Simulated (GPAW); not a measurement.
Consider LiTi2O4 (Fd-3m).

```
Ti O Li
1.0
     0.00000    4.19550    4.19550
     4.19550    0.00000    4.19550
     4.19550    4.19550    0.00000
Ti O Li
4 8 2
Direct
  0.12500 0.62500 0.12500
  0.12500 0.12500 0.62500
  0.62500 0.12500 0.12500
  0.12500 0.12500 0.12500
  0.36000 0.36000 0.92000
  0.89000 0.33000 0.89000
  0.36000 0.36000 0.36000
  0.33000 0.89000 0.89000
  0.36000 0.92000 0.36000
  0.89000 0.89000 0.33000
  0.92000 0.36000 0.36000
  0.89000 0.89000 0.89000
  0.75000 0.75000 0.75000
  0.50000 0.50000 0.50000
```

Absorber: atom 1, with 6 O at 1.98 Å (distorted octahedral, site symmetry -3m). Method: GPAW, LDA, excited-electron core hole (neutral cell), 14-atom cell with 5.9 Å between holes, 7×7×7 k points, dipole transitions, Gaussian full width 0.9 eV up to 4 eV, rising linearly to 3.5 eV at 25 eV.

Question: What does the Ti L₃ edge look like?

Main maxima up to 30 eV above the zero (height): 0.3 eV (7.34), 2.8 eV (7.31) and 15.4 eV (0.39). At an L edge the dipole rule selects empty d (and weakly s) states on the absorber, and the strong line at the onset measures the empty part of its d band. 2p–3d multiplets, which reshape such L edges, aren't in a one-electron spectrum. The total-energy difference is 456.81 eV. Two terms are added: -1.48 eV, since the hole is spin-paired here and a spin-polarised one costs that much less in the free atom (computed apart); −2.13 eV, a third of the tabulated L₂–L₃ splitting, since the scalar-relativistic hole is their mean. The photon energy is then 453.19 eV. The tabulated edge of the element is 453.8 eV. The functional leaves an error of a few eV in such absolute values.

The Ti L₃ spectrum (energy from the lowest empty level; intensity scaled to a mean of 1 over the first 20 eV):

| E (eV) | intensity |
| --- | --- |
| -2.0 | 0.00 |
| -1.5 | 0.00 |
| -1.0 | 0.07 |
| -0.5 | 1.45 |
| 0.0 | 6.03 |
| 0.5 | 6.94 |
| 1.0 | 4.63 |
| 1.5 | 1.87 |
| 2.0 | 1.83 |
| 2.5 | 5.84 |
| 3.0 | 6.63 |
| 3.5 | 2.09 |
| 4.0 | 0.33 |
| 4.5 | 0.08 |
| 5.0 | 0.04 |
| 5.5 | 0.07 |
| 6.0 | 0.14 |
| 6.5 | 0.20 |
| 7.0 | 0.17 |
| 7.5 | 0.08 |
| 8.0 | 0.05 |
| 8.5 | 0.06 |
| 9.0 | 0.10 |
| 9.5 | 0.14 |
| 10.0 | 0.18 |
| 10.5 | 0.22 |
| 11.0 | 0.26 |
| 11.5 | 0.26 |
| 12.0 | 0.25 |
| 12.5 | 0.23 |
| 13.0 | 0.23 |
| 13.5 | 0.25 |
| 14.0 | 0.29 |
| 14.5 | 0.34 |
| 15.0 | 0.38 |
| 15.5 | 0.39 |
| 16.0 | 0.37 |
| 16.5 | 0.33 |
| 17.0 | 0.29 |
| 17.5 | 0.26 |
| 18.0 | 0.25 |
| 18.5 | 0.26 |
| 19.0 | 0.28 |
| 19.5 | 0.31 |
| 20.0 | 0.34 |
| 20.5 | 0.36 |
| 21.0 | 0.37 |
| 21.5 | 0.37 |
| 22.0 | 0.37 |
| 22.5 | 0.36 |
| 23.0 | 0.34 |
| 23.5 | 0.33 |
| 24.0 | 0.31 |
| 24.5 | 0.30 |
| 25.0 | 0.29 |
| 25.5 | 0.28 |
| 26.0 | 0.27 |
| 26.5 | 0.26 |
| 27.0 | 0.25 |
| 27.5 | 0.24 |
| 28.0 | 0.23 |
| 28.5 | 0.22 |
| 29.0 | 0.23 |
| 29.5 | 0.24 |
| 30.0 | 0.27 |
| 30.5 | 0.30 |
| 31.0 | 0.33 |
| 31.5 | 0.36 |
| 32.0 | 0.39 |

One-electron theory leaves out the 2p–3d multiplets that shape measured L edges of 3d elements, and the L₂ edge isn't added. The unit cell's mesh shows no gap over 0.35 eV. That is right for a metallic compound; for a small-gap or correlated insulator it would be the fault of the functional or of the assumed magnetic order, and the hole would be screened too well. The holes are only 5.9 Å apart, so the shape is probably not converged with cell size; no larger cell was run here. The structure is a published determination, not relaxed.

[Banner, clock and machine lines of the logs are left out without a mark of their own.]

[Logs are printed without paths, hosts, clocks, repeated set-up lines and the standing remarks that a program may print on its own settings, such as how far it seeks lower states.]

[Hosts, paths, dates, database ids (printed as entryN), source tags and the programs' standing remarks are cut or masked in the printed files.]

[Lists of maxima count a maximum above −3 eV only where it reaches 4 % of the highest in the window and stands out from its surroundings by 2 % of it (1.5 % where it reaches 55 %); shoulders and weaker maxima are passed over, and of the rest the first, up to two pre-edge ones and the few strongest are named.]
